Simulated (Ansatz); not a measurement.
**Stretching the linear Se chain**

Does stretching change the magnetism or the channel count of the linear Se chain?

Main program and level: Ansatz 0.2.0; DFT PBE, plane waves, PAW; relaxation of a chain's period, in the first sound run; inputs show where later runs differ.

## Step 1: Set-up

The cell holds 1 atom: 1 Se. Its edges and angles: a = 7.500 Å, b = 7.500 Å, c = 2.232 Å, α = 90.0°, β = 90.0°, γ = 90.0°. Vacuum lies along a and b. The structure's axis is c.

As a file:

```cif
data_structure
_symmetry_space_group_name_H-M 'P 1'
_symmetry_Int_Tables_number 1
_cell_length_a 7.5000
_cell_length_b 7.5000
_cell_length_c 2.2320
_cell_angle_alpha 90.000
_cell_angle_beta 90.000
_cell_angle_gamma 90.000
_cell_volume 125.55
loop_
_atom_site_label
_atom_site_type_symbol
_atom_site_fract_x
_atom_site_fract_y
_atom_site_fract_z
_atom_site_occupancy
Se1 Se 0.50000 0.50000 0.00000 1
```

## Step 2: The relaxed wire

Band widths follow the bond lengths, so the chain is relaxed first. The atoms and the third cell vector are free; the box across stays fixed as vacuum. Moments are seeded so that a magnetic state can form if it lies lower. A Fermi-Dirac smearing is set since the result may be a metal. The pressure printed is a third of the stress's trace over the whole box, vacuum included; only the stress along the axis is relaxed.

Contents of input.yaml:

```yaml
crystal:
  lattice:
    - [7.5, 0.0, 0.0]
    - [0.0, 7.5, 0.0]
    - [0.0, 0.0, 2.232]
  atoms:
    - { symbol: Se, position: [0.5, 0.5, 0.0], spin: 0.3 }
magnetization:
  spin_polarized: true
kpoints:
  mp_grid: { grid: [1, 1, 36] }
scf:
  occupations: { method: fermi_dirac, width: 0.05 }
hamiltonian:
  xc: pbe
relax:
  cell: { fix: [a, b, alpha, beta, gamma] }
  max_steps: 60
```

On the command line:

```bash
$ ansatz run input.yaml --threads 4 --pin off --max-ram 8192MiB --backend cpu --events-out ev --progress --plain --runs-dir out
```

Numbers of over 12 decimals in the logs are rounded to 6 here.

The log of the run:

```text
Engine: ansatz 0.2.0, aarch64-unknown-linux-gnu
Pseudopotentials: kind: paw
Pseudopotential: Se, paw, valence charge 16, recommended cutoff 420 eV (normal), Se.paw.azcp
Functional definition: PBE
  parameter kappa = 0.804
  parameter beta = 0.066725
  exchange = pbe_x(kappa = kappa, mu = beta*pi^2/3)
  correlation = pbe_c(beta = beta)
Crystal: 1 atoms, lattice volume = 125.550 Å³
Basis set: ecut = 420 eV, 2463 PW (Γ), exchange–correlation on 108×108×30 points (8 copies of the dense FFT grid, shifted against one another)
Bands: 13, of which v1, the nominal top of the filled ones, is band 8 counted from 1 (7 counted from 0)
Symmetry: 16 space group operations
Space group: P4/mmm (ITA 123), of the structure as read, at distance tolerance 5.0e-5 Å
Magnetic group: BNS 123.339 (UNI 999), of the structure as read, at distance tolerance 5.0e-5 Å
k-points: 19 of 36
Non-local potential: Se, projectors of the file, l = 0: 2, l = 1: 2, l = 2: 3, l = 3: 1
PAW form: soft (Blöchl's): semilocal exchange-correlation on the pseudo side does not see the compensation charge
PAW one-centre angular grid: Se, 590 points (default); XC on 64 Gauss nodes
Initial density: superposition of atomic densities (neutral atoms: chi_scale 0, normalization atom)
Starting moments: Σ|m| = 0.3 μB on 1 of 1 site
Initial wavefunctions: pseudopotential atomic-orbital guess
Functional: x = pbe(κ = 0.804, μ = 0.219515), c = pbe(β = 0.066725)
iter 1 solved again at ethr=1.42e-4 eV; its pass at ethr=3.10e-3 eV (dr2=2.27e-2 eV) is discarded
SCF iter   1: F=—  HF=-5468.341502 eV  |F-HF|=—  |Δ(HF+E_count)|=         —  Δρ=1.10e-2 (↑1.10e-2 ↓1.05e-2)  dr2=2.30e-2  dr2_m=1.29e-1  M=0.040 μB ∫|m|=0.041 μB  β_m=0.30  ethr=1.42e-4  ⟨swp⟩=1.1  Hψ=3789  notcnv=0
preconditioner: auto → Resta (q_TF=auto, 1.935 Å⁻¹)  ε∞=1.4  [insulator: Δε(μ)=0.285 eV  Ē_g=11.401 eV  σ=0.050 eV  W_gap=0.57  n_scr=20 (ndim 8)  ℏωp=7.5 eV  f_vac=0.711  D(μ)=0.71/eV (n_scr^D=4)  ε∞_Penn≈1.4  vacuum switching on, ρ_ref=9.4e-3 e/Å³]
spin=Collinear: Resta preconditioning applied to the charge; magnetization (m = ρ↑ − ρ↓) channel mixes plain (no charge-response kernel on spin).
SCF iter   2: F=—  HF=-5468.345671 eV  |F-HF|=—  |Δ(HF+E_count)|=   4.17e-3  Δρ=7.74e-3 (↑7.74e-3 ↓7.34e-3)  dr2=9.84e-3  dr2_m=6.34e-2  M=0.034 μB ∫|m|=0.035 μB  β_m=0.30  ethr=1.42e-4  ⟨swp⟩=2.3  Hψ=689  notcnv=0
SCF iter   3: F=—  HF=-5468.348801 eV  |F-HF|=—  |Δ(HF+E_count)|=   3.13e-3  Δρ=5.29e-3 (↑5.29e-3 ↓5.15e-3)  dr2=3.79e-4  dr2_m=3.12e-2  M=0.029 μB ∫|m|=0.030 μB  β_m=0.30  ethr=6.15e-5  ⟨swp⟩=2.1  Hψ=823  notcnv=0
SCF iter   4: F=—  HF=-5468.350590 eV  |F-HF|=—  |Δ(HF+E_count)|=   1.79e-3  Δρ=3.69e-3 (↑3.63e-3 ↓3.69e-3)  dr2=1.64e-5  dr2_m=1.54e-2  M=0.024 μB ∫|m|=0.025 μB  β_m=0.30  ethr=2.37e-6  ⟨swp⟩=2.0  Hψ=903  notcnv=0
SCF iter   5: F=—  HF=-5468.351556 eV  |F-HF|=—  |Δ(HF+E_count)|=   9.66e-4  Δρ=2.60e-3 (↑2.56e-3 ↓2.60e-3)  dr2=3.38e-6  dr2_m=7.64e-3  M=0.020 μB ∫|m|=0.021 μB  β_m=0.30  ethr=1.02e-7  ⟨swp⟩=2.0  Hψ=797  notcnv=0
SCF iter   6: F=—  HF=-5468.352068 eV  |F-HF|=—  |Δ(HF+E_count)|=   5.12e-4  Δρ=1.81e-3 (↑1.81e-3 ↓1.81e-3)  dr2=1.01e-7  dr2_m=3.78e-3  M=0.017 μB ∫|m|=0.018 μB  β_m=0.30  ethr=2.11e-8  ⟨swp⟩=2.0  Hψ=802  notcnv=0
SCF iter   7: F=—  HF=-5468.352343 eV  |F-HF|=—  |Δ(HF+E_count)|=   2.75e-4  Δρ=1.28e-3 (↑1.28e-3 ↓1.28e-3)  dr2=2.67e-8  dr2_m=1.88e-3  M=0.014 μB ∫|m|=0.015 μB  β_m=0.30  ethr=6.32e-10  ⟨swp⟩=2.8  Hψ=1058  notcnv=0
Mixer restart at iter 7: flushing history
spin-set hold released at iteration 7 (site moments contracting): the magnetisation degrees of freedom join the quasi-Newton model from the next iteration; the mixer history was flushed
SCF iter   8: F=—  HF=-5468.352493 eV  |F-HF|=—  |Δ(HF+E_count)|=   1.50e-4  Δρ=9.03e-4 (↑9.03e-4 ↓9.03e-4)  dr2=1.48e-8  dr2_m=9.39e-4  M=0.012 μB ∫|m|=0.013 μB  β_m=0.65  ethr=1.67e-10  ⟨swp⟩=3.0  Hψ=915  notcnv=0
SCF iter   9: F=—  HF=-5468.352688 eV  |F-HF|=—  |Δ(HF+E_count)|=   1.96e-4  Δρ=7.21e-5 (↑7.21e-5 ↓7.18e-5)  dr2=1.33e-9  dr2_m=5.97e-6  M=0.004 μB ∫|m|=0.004 μB  β_m=0.82  ethr=9.25e-11  ⟨swp⟩=4.1  Hψ=1152  notcnv=0
SCF iter  10: F=—  HF=-5468.352700 eV  |F-HF|=—  |Δ(HF+E_count)|=   1.19e-5  Δρ=3.83e-5 (↑3.82e-5 ↓3.83e-5)  dr2=3.52e-10  dr2_m=1.68e-6  M=0.002 μB ∫|m|=0.003 μB  β_m=0.91  ethr=8.33e-12  ⟨swp⟩=4.9  Hψ=1499  notcnv=0
SCF iter  11: F=—  HF=-5468.352704 eV  |F-HF|=—  |Δ(HF+E_count)|=   4.04e-6  Δρ=3.95e-6 (↑3.95e-6 ↓3.69e-6)  dr2=2.21e-9  dr2_m=1.65e-8  M=0.000 μB ∫|m|=0.000 μB  β_m=0.95  ethr=2.20e-12  ⟨swp⟩=4.9  Hψ=1525  notcnv=0
SCF iter  12: F=—  HF=-5468.352704 eV  |F-HF|=—  |Δ(HF+E_count)|=   4.55e-8  Δρ=7.86e-7 (↑6.07e-7 ↓7.86e-7)  dr2=1.52e-9  dr2_m=3.18e-10  M=0.000 μB ∫|m|=0.000 μB  β_m=0.77  ethr=2.20e-12  ⟨swp⟩=3.9  Hψ=1353  notcnv=0
SCF iter  13: F=-5468.352704 eV  HF=-5468.352704 eV  |F-HF|=1.55e-11  |Δ(HF+E_count)|=   2.88e-9  Δρ=8.59e-8 (↑8.59e-8 ↓8.38e-8)  dr2=1.05e-13  dr2_m=8.20e-12  M=0.000 μB ∫|m|=0.000 μB  ethr=2.20e-12  ⟨swp⟩=3.0  Hψ=1213  notcnv=0
WARN: the starting moments were not kept: the SCF closed with an absolute magnetisation of 1.8e-6 μB, where they sum to 0.3 μB in size (1 site). That is at most 0.1 of that sum. Measured as dr2_m measures the in/out step, that magnetisation stands 5.4e-13 eV from none, at or under the dr2_threshold of 1.0e-7 eV: it is no larger than a step whose dr2_m would equal this threshold. The system may hold no moment; this SC [...]
SCF 1 converged in 13 iterations: F = -5468.352704 eV  dr2 = 1.05e-13
  greatest PAW one-centre occupation: 1.000 electrons in one spin orbital (limit 2), on the Se atom at site 0 (counted from 0), in its partial waves of l = 2
relax step   1: F+E_penalty+E_count = -5468.35270443 eV  Δ(F+E_penalty+E_count) = +0.000e0 eV  max|allowed force component| = 0.000e0 eV/Å  Δτ_max = 0.0000 Å  P = +2.345 GPa  Ω = 125.550 Å³  fix = [a, b, alpha, beta, gamma]  reactions: a +0.080, b +0.080 GPa  (13 SCF iters, dr2 threshold 1.00e-7 eV, accepted)
Crystal: 1 atoms, lattice volume = 131.671 Å³
Basis set: ecut = 420 eV, 2551 PW (Γ), exchange–correlation on 108×108×30 points (8 copies of the dense FFT grid, shifted against one another)
Initial density: handed on by an earlier stage of this run
Starting moments: Σ|m| = 0.3 μB on 1 of 1 site; this step starts from the density that it was given
Initial wavefunctions: those handed on with the density
iter 1 solved again at ethr=6.16e-5 eV; its pass at ethr=3.10e-3 eV (dr2=9.85e-3 eV) is discarded
[...]
relax step   4: F+E_penalty+E_count = -5468.50462873 eV  Δ(F+E_penalty+E_count) = -4.583e-4 eV  max|allowed force component| = 0.000e0 eV/Å  Δτ_max = 0.0000 Å  P = +0.060 GPa  Ω = 133.420 Å³  energy of the carried Pulay correction = -1.373e-4 eV  fix = [a, b, alpha, beta, gamma]  reactions: a +0.084, b +0.084 GPa  (7 SCF iters, dr2 threshold 1.00e-7 eV, accepted)
Basis set: ecut = 420 eV, 2599 PW (Γ), exchange–correlation on 108×108×32 points (8 copies of the dense FFT grid, shifted against one another)
Initial wavefunctions: pseudopotential atomic-orbital guess (no wavefunctions were taken with the density)
iter 1 solved again at ethr=1.25e-7 eV; its pass at ethr=3.10e-3 eV (dr2=2.01e-5 eV) is discarded
SCF iter   1: F=—  HF=-5468.496063 eV  |F-HF|=—  |Δ(HF+E_count)|=         —  Δρ=2.17e-4 (↑2.17e-4 ↓2.17e-4)  dr2=5.47e-6  dr2_m=1.26e-12  M=-0.000 μB ∫|m|=0.000 μB  β_m=0.30  ethr=1.25e-7  ⟨swp⟩=3.1  Hψ=4238  notcnv=0
preconditioner: auto → Resta (q_TF=auto, 1.916 Å⁻¹)  ε∞=1.4  [insulator: Δε(μ)=0.352 eV  Ē_g=12.457 eV  σ=0.050 eV  W_gap=0.75  n_scr=20 (ndim 8)  ℏωp=7.9 eV  f_vac=0.719  D(μ)=0.87/eV (n_scr^D=4)  ε∞_Penn≈1.4  vacuum switching on, ρ_ref=1.1e-2 e/Å³]
spin=Collinear: Resta preconditioning applied to the charge; magnetization (m = ρ↑ − ρ↓) channel mixes plain (no charge-response kernel on spin).
SCF iter   2: F=—  HF=-5468.499957 eV  |F-HF|=—  |Δ(HF+E_count)|=   3.89e-3  Δρ=1.52e-4 (↑1.52e-4 ↓1.52e-4)  dr2=2.68e-6  dr2_m=9.12e-13  M=-0.000 μB ∫|m|=0.000 μB  β_m=0.62  ethr=3.42e-8  ⟨swp⟩=2.0  Hψ=794  notcnv=0
SCF iter   3: F=—  HF=-5468.504900 eV  |F-HF|=—  |Δ(HF+E_count)|=   4.94e-3  Δρ=1.11e-5 (↑1.11e-5 ↓1.11e-5)  dr2=2.52e-7  dr2_m=2.07e-13  M=-0.000 μB ∫|m|=0.000 μB  β_m=0.54  ethr=1.67e-8  ⟨swp⟩=2.0  Hψ=798  notcnv=0
SCF iter   4: F=—  HF=-5468.504932 eV  |F-HF|=—  |Δ(HF+E_count)|=   3.21e-5  Δρ=2.40e-6 (↑2.39e-6 ↓2.40e-6)  dr2=7.19e-8  dr2_m=1.05e-13  M=-0.000 μB ∫|m|=0.000 μB  β_m=0.70  ethr=1.58e-9  ⟨swp⟩=2.0  Hψ=610  notcnv=0
SCF iter   5: F=—  HF=-5468.504932 eV  |F-HF|=—  |Δ(HF+E_count)|=   2.68e-7  Δρ=8.56e-7 (↑8.47e-7 ↓8.56e-7)  dr2=9.96e-9  dr2_m=5.00e-14  M=-0.000 μB ∫|m|=0.000 μB  β_m=0.68  ethr=4.49e-10  ⟨swp⟩=1.8  Hψ=558  notcnv=0
SCF iter   6: F=—  HF=-5468.504932 eV  |F-HF|=—  |Δ(HF+E_count)|=   3.30e-8  Δρ=3.08e-7 (↑3.02e-7 ↓3.08e-7)  dr2=1.95e-9  dr2_m=2.17e-14  M=-0.000 μB ∫|m|=0.000 μB  β_m=0.84  ethr=6.22e-11  ⟨swp⟩=2.5  Hψ=761  notcnv=0
SCF iter   7: F=—  HF=-5468.504932 eV  |F-HF|=—  |Δ(HF+E_count)|=   2.40e-9  Δρ=4.68e-8 (↑4.49e-8 ↓4.68e-8)  dr2=5.35e-11  dr2_m=2.84e-15  M=-0.000 μB ∫|m|=0.000 μB  β_m=0.88  ethr=1.22e-11  ⟨swp⟩=1.9  Hψ=572  notcnv=0
SCF iter   8: F=—  HF=-5468.504712 eV  |F-HF|=—  |Δ(HF+E_count)|=   2.19e-4  Δρ=7.44e-7 (↑7.44e-7 ↓7.43e-7)  dr2=5.13e-9  dr2_m=5.15e-16  M=-0.000 μB ∫|m|=0.000 μB  β_m=0.88  ethr=1.00e-12  ⟨swp⟩=8.7  Hψ=2239  notcnv=0
SCF iter   9: F=—  HF=-5468.504712 eV  |F-HF|=—  |Δ(HF+E_count)|=  2.36e-11  Δρ=7.44e-7 (↑7.44e-7 ↓7.44e-7)  dr2=5.12e-9  dr2_m=5.95e-16  M=-0.000 μB ∫|m|=0.000 μB  β_m=0.57  ethr=1.00e-12  ⟨swp⟩=2.0  Hψ=630  notcnv=0
SCF iter  10: F=—  HF=-5468.504712 eV  |F-HF|=—  |Δ(HF+E_count)|=  3.19e-10  Δρ=7.18e-7 (↑7.18e-7 ↓7.18e-7)  dr2=4.89e-9  dr2_m=1.76e-16  M=-0.000 μB ∫|m|=0.000 μB  β_m=0.34  ethr=1.00e-12  ⟨swp⟩=1.0  Hψ=494  notcnv=0
SCF iter  11: F=—  HF=-5468.504712 eV  |F-HF|=—  |Δ(HF+E_count)|=  1.49e-10  Δρ=6.55e-7 (↑6.55e-7 ↓6.55e-7)  dr2=4.04e-9  dr2_m=1.42e-16  M=-0.000 μB ∫|m|=0.000 μB  β_m=0.21  ethr=1.00e-12  ⟨swp⟩=1.8  Hψ=558  notcnv=0
SCF iter  12: F=—  HF=-5468.504712 eV  |F-HF|=—  |Δ(HF+E_count)|=  1.25e-10  Δρ=4.62e-7 (↑4.62e-7 ↓4.61e-7)  dr2=1.95e-9  dr2_m=1.02e-16  M=-0.000 μB ∫|m|=0.000 μB  β_m=0.26  ethr=1.00e-12  ⟨swp⟩=2.0  Hψ=614  notcnv=0
SCF iter  13: F=—  HF=-5468.504712 eV  |F-HF|=—  |Δ(HF+E_count)|=   1.07e-9  Δρ=4.45e-7 (↑4.45e-7 ↓4.45e-7)  dr2=1.82e-9  dr2_m=3.09e-16  M=-0.000 μB ∫|m|=0.000 μB  β_m=0.26  ethr=1.00e-12  ⟨swp⟩=1.0  Hψ=494  notcnv=0
SCF iter  14: F=—  HF=-5468.504712 eV  |F-HF|=—  |Δ(HF+E_count)|=  6.19e-10  Δρ=3.41e-7 (↑3.41e-7 ↓3.40e-7)  dr2=1.04e-9  dr2_m=2.93e-16  M=-0.000 μB ∫|m|=0.000 μB  β_m=0.33  ethr=1.00e-12  ⟨swp⟩=2.0  Hψ=606  notcnv=0
SCF iter  15: F=-5468.504712 eV  HF=-5468.504712 eV  |F-HF|=2.39e-9  |Δ(HF+E_count)|=  1.28e-10  Δρ=4.41e-8 (↑4.41e-8 ↓4.39e-8)  dr2=1.80e-12  dr2_m=2.64e-16  M=-0.000 μB ∫|m|=0.000 μB  ethr=1.00e-12  ⟨swp⟩=4.1  Hψ=2018  notcnv=0
the starting moments were not kept: the SCF closed with an absolute magnetisation of 2.7e-8 μB, where they sum to 0.3 μB in size (1 site). That is at most 0.1 of that sum. Measured as dr2_m measures the in/out step, that magnetisation stands 1.7e-16 eV from none, at or under the dr2_threshold of 1.0e-11 eV: it is no larger than a step whose dr2_m would equal this threshold.
SCF 5 converged in 15 iterations: F = -5468.504712 eV  dr2 = 1.80e-12
relax step   5: F+E_penalty+E_count = -5468.50471249 eV  Δ(F+E_penalty+E_count) = -8.376e-5 eV  max|allowed force component| = 0.000e0 eV/Å  Δτ_max = 0.0000 Å  P = +0.059 GPa  Ω = 133.420 Å³  fix = [a, b, alpha, beta, gamma]  reactions: a +0.083, b +0.083 GPa  stress off target by 9.64e-3 GPa on what of the cell is left free  SCF on the basis re-selected at this cell (its energy is not comparable with the rows above)  (15 SCF iters)
basis re-selected at this cell: Δ(F+E_penalty+E_count) = -8.376e-5 eV, ΔP = -0.001 GPa vs the last step (what re-selecting the basis moved, of the pressure what is left beyond the Pulay correction that the steps carried, after the strain that the cell walked since its last selection, with what the two solves' SCF thresholds leave and, on support functions, any second-order correction that the steps lacked; it is no measure of the basis error at this ecutwfc). The dense FFT grid was sized anew with the basis: this SCF ran on 54×54×16 points, the steps before it on 54×54×15, so part of this shift can come from that change (see relax.cell in the input reference). [rest of the remark cut]
SCF converged after 15 iterations
Magnetization: -0.0000 μB (8.0000 up, 8.0000 down)
Absolute magnetization: 0.0000 μB (∫|ρ↑−ρ↓|, with the PAW one-centre terms)
Spin contamination: 0.0000 ħ² per cell (⟨S²⟩ above its minimum at these occupations)
Per-site moments (μB) at R_I (Å): [(-1.3812925263330209e-8, 0.978410)]
Free energy (F): -5468.504712 eV
Harris-Foulkes:  -5468.504712 eV  (|F-HF|=2.39e-9)
Internal energy: -5468.497874 eV  (E = F + TS)
E sigma→0 (E₀):  -5468.501293 eV
Entropy (-TS):   -0.006838 eV (-6.838 meV/atom)
Fermi energy:    -2.923068 eV
--- Per-component energies (eV) ---
  E_band       = -562.214319
  E_kinetic    = 116.418486
  E_local      = -4890.307569  (includes V_loc(G=0)·N_el)
  E_nonlocal   = -594.395761
  E_hartree    = 2342.437343
  E_xc         = -102.773048
  E_vxc        = -96.163434  (∫ρ·V_xc dr)
  E_paw        = -1912.088960  (= ΣΔE_a)
  E_vpaw       = 217.359898  (= ΣTr[D̂ρ^β])
  E_aug_tail   = -0.000605  (compensation charges beyond the density's cutoff)
  E_ewald      = -427.787761
  E_smearing   = -0.006838  (= −TS)
  E_closure    = 0.000000  (closes the sum)
  Σ components = -5468.504712   (vs F -5468.504712, Δ=0.00e0)
--- Forces (eV/Å), atoms counted from 1 ---
  atom   1  Se     0.00000000     0.00000000     0.00000000
  max |Σ_I F_I| component: 5.68e-29 eV/Å
--- Stress (GPa, compression-positive) ---
        0.083127       0.000000       0.000000
        0.000000       0.083127       0.000000
        0.000000       0.000000       0.009641
  P = ⅓ Tr σ = 0.0586 GPa (0.586 kbar)
--- Relaxed structure (4 steps of the walk, 4 accepted, 1 SCFs on fresh bases) ---
  F+E_penalty+E_count = -5468.50471249 eV   max|allowed force component| = 0.000e0 eV/Å   (the final SCF, on the basis selected at the relaxed cell)
  cell:  # Å, volume = 133.4195 Å³
    - [7.5, 0.0, 0.0]
    - [0.0, 7.5, 0.0]
    - [0.0, 0.0, 2.371903]
  atoms:
    - { symbol: Se, position: [0.5, 0.5, 0.0] }
```

The job ended after 15 s (4 threads of Arm Neoverse V2, shared host; peak memory 0.38 GiB).

Relaxation path:

| step | energy less that of the first step (eV) | largest force component (eV/Å) | pressure (GPa) | volume (Å³) |
| --- | --- | --- | --- | --- |
| 1 | 0.0000 | 0.0000 | 2.34 | 125.55 |
| 2 | -0.1456 | 0.0000 | 0.45 | 131.67 |
| 3 | -0.1515 | 0.0000 | 0.16 | 132.95 |
| 4 | -0.1519 | 0.0000 | 0.06 | 133.42 |
| 5* | -0.1520 | 0.0000 | 0.06 | 133.42 |

Relaxation steps marked * repeat the geometry before them on a plane-wave basis chosen anew for their cell, so energy and pressure can jump there.

| cell as run | before | after | change |
| --- | --- | --- | --- |
| c (Å) | 2.232 | 2.372 | +6.3 % |

The relaxed structure:

```cif
data_structure
_symmetry_space_group_name_H-M 'P 1'
_symmetry_Int_Tables_number 1
_cell_length_a 7.5000
_cell_length_b 7.5000
_cell_length_c 2.3719
_cell_angle_alpha 90.000
_cell_angle_beta 90.000
_cell_angle_gamma 90.000
_cell_volume 133.42
loop_
_atom_site_label
_atom_site_type_symbol
_atom_site_fract_x
_atom_site_fract_y
_atom_site_fract_z
_atom_site_occupancy
Se1 Se 0.50000 0.50000 0.00000 1
```

Numbers from this step:

| Property | Result |
| --- | --- |
| energy at zero smearing | -5468.5013 eV |
| cell length along the wire | 2.372 Å |

The cell's length comes to 2.372 Å with no moment.

(Continued in part 2 of 3.)

[Logs are printed without paths, hosts, clocks, repeated set-up lines and the standing remarks that a program may print on its own settings, such as how far it seeks lower states.]

[Hosts, paths, dates, database ids (printed as entryN), source tags and the programs' standing remarks are cut or masked in the printed files.]
